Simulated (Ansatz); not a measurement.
**BaTiO3 (Pm-3m): spin-orbit coupling beyond the local functionals**

Aim: the spin-orbit change of the gap of BaTiO3 (Pm-3m).

Program: Ansatz 0.2.0. Level of theory: density functionals with and without spin-orbit coupling, plane waves, PAW. Results are calculated unless marked as measured.

**What was measured.**

- Gap 3.28 eV: optical gap from first-derivative diffuse reflectance spectrum; UV-vis diffuse reflectance; powder (commercial cubic reference powder, crystallite size 31.8 nm) (“Influence of Rapid Heat Treatment on the Photocatalytic Activity and Stability of Barium Titanates Against a Broad Range of Pollutants”, 2024, pmc:11596716).

- Gap 3.2 eV: optical gap from first-derivative diffuse reflectance spectrum; UV-vis diffuse reflectance; powder (“Influence of Rapid Heat Treatment on the Photocatalytic Activity and Stability of Barium Titanates Against a Broad Range of Pollutants”, 2024, pmc:11596716).

This is a report of a sequence of runs, with most program output left out.

In doubt: the elements are of a kind flagged for part-filled d or f shells, though by formal charges that shell is empty here, so the flag may not apply.

## (1) The starting structure

Symmetry: Pm-3m, No. 221, cubic system. The conventional cell has a = 4.006 Å, b = 4.006 Å, c = 4.006 Å, α = 90.00°, β = 90.00°, γ = 90.00°. Nearest to Ba lie 12 O at 2.83 Å. Nearest to Ti lie 6 O at 2.00 Å. O has 2 Ti at 2.00 Å and 4 Ba at 2.83 Å nearest. Farther neighbours and most contacts between anions are not listed.

The cell and positions come from the Crystallography Open Database and are kept as given unless a step says otherwise. Spin-orbit coupling is left out unless a step names it. The default PAW set here is soft_2. Its files were made with PBE.

## (2) HSE06, 4×4×4 mesh

This step: DFT, HSE06, plane waves, PAW.

The input, input.yaml:

```yaml
crystal:
  lattice:
    - [4.006, 0.0, 0.0]
    - [0.0, 4.006, 0.0]
    - [0.0, 0.0, 4.006]
  atoms:
    - { symbol: Ba, position: [0.5, 0.5, 0.5] }
    - { symbol: Ti, position: [0.0, 0.0, 0.0] }
    - { symbol: O, position: [0.5, 0.0, 0.0] }
    - { symbol: O, position: [0.0, 0.5, 0.0] }
    - { symbol: O, position: [0.0, 0.0, 0.5] }
kpoints:
  mp_grid: { grid: [4, 4, 4] }
  band_path:
    path: [[0.0, 0.0, 0.0], [0.0, 0.5, 0.0], [0.5, 0.5, 0.0], [0.5, 0.5, 0.5]]
    npoints: 1
hamiltonian:
  xc: hse06
scf:
  occupations: { method: fixed }
  n_extra_bands: 5
output:
  eigenvalues: true
```

Run with:

```sh
ansatz run input.yaml --threads 3 --pin off --max-ram 92160MiB --backend cuda --events-out ev --progress --plain --runs-dir out --devices 1 --max-vram 13GiB
```

It took 18 s on 1 × NVIDIA H100 80GB HBM3 (shared by 6 runs) with 3 threads of AMD EPYC 7R13 (Zen 3), shared host; peak memory 1.1 GiB.

This step gave:

| Quantity | Value |
| --- | --- |
| gap | 3.182 eV |
| valence top at | R |
| conduction bottom at | Γ |
| least direct gap | 3.275 eV |
| exact-exchange fraction | 0.25 |

The gap is indirect, with the least direct gap 0.09 eV higher.

## (3) HSE06+SOC, 4×4×4 mesh

Spin-orbit coupling can split or shift the edges; a non-collinear run measures by how much.

This step: DFT, HSE06 with spin-orbit coupling, plane waves, PAW.

input.yaml, as its differences from that of step 2:

```diff
@@ -20,3 +20,6 @@
   occupations: { method: fixed }
-  n_extra_bands: 5
+  n_extra_bands: 10
+magnetization:
+  noncollinear: true
+  spin_orbit: true
 output:
```

The job ended after 39 s (1 × NVIDIA H100 80GB HBM3 (shared by 6 runs) with 3 threads; peak memory 1.7 GiB; 75 s of CPU time).

Numbers from this step:

```
gap                     : 3.163 eV
valence top at          : R
conduction bottom at    : Γ
least direct gap        : 3.207 eV
exact-exchange fraction : 0.25
```

The gap stands −0.02 eV against HSE06.

## (4) Together

Times are wall times on 1 × NVIDIA H100 80GB HBM3 (shared by 6 runs) with 3 threads of AMD EPYC 7R13 (Zen 3), shared host, good to a factor of about two.

```tsv
level	gap (eV)	with coupling (eV)	change (eV)	time	with coupling
HSE06	3.18	3.16	−0.02	18 s	39 s
```

## (5) Summary of results

* HSE06: 3.18 eV
* HSE06+SOC: 3.16 eV

What this shows: Spin-orbit coupling changes the gap by −0.02 eV and the least direct gap by −0.07 eV. Against experiment, by HSE06+SOC: the gap of 3.16 eV lies −0.12 eV from the measured 3.28 eV (optical, 2024); the gap of 3.16 eV lies −0.04 eV from the measured 3.2 eV (optical, 2024). An exciton line or allowed optical edge lies below the quasiparticle gap by the binding energy; a forbidden edge can push the onset above it. The lattice is static and excitons are left out.

[Paths, hosts, dates, memory and timing lines, banners, echoed tables and standing remarks are left out of the program output.]

[Logs are printed without paths, hosts, clocks, repeated set-up lines and the standing remarks that a program may print on its own settings, such as how far it seeks lower states.]

[Runs of the session that timed out or met a known fault of the program may be left out.]

[Cells called generated may have been cut or substituted from an entry of the Crystallography Open Database or the Materials Project.]

[Hosts, paths, dates, database ids (printed as entryN), source tags and the programs' standing remarks are cut or masked in the printed files.]
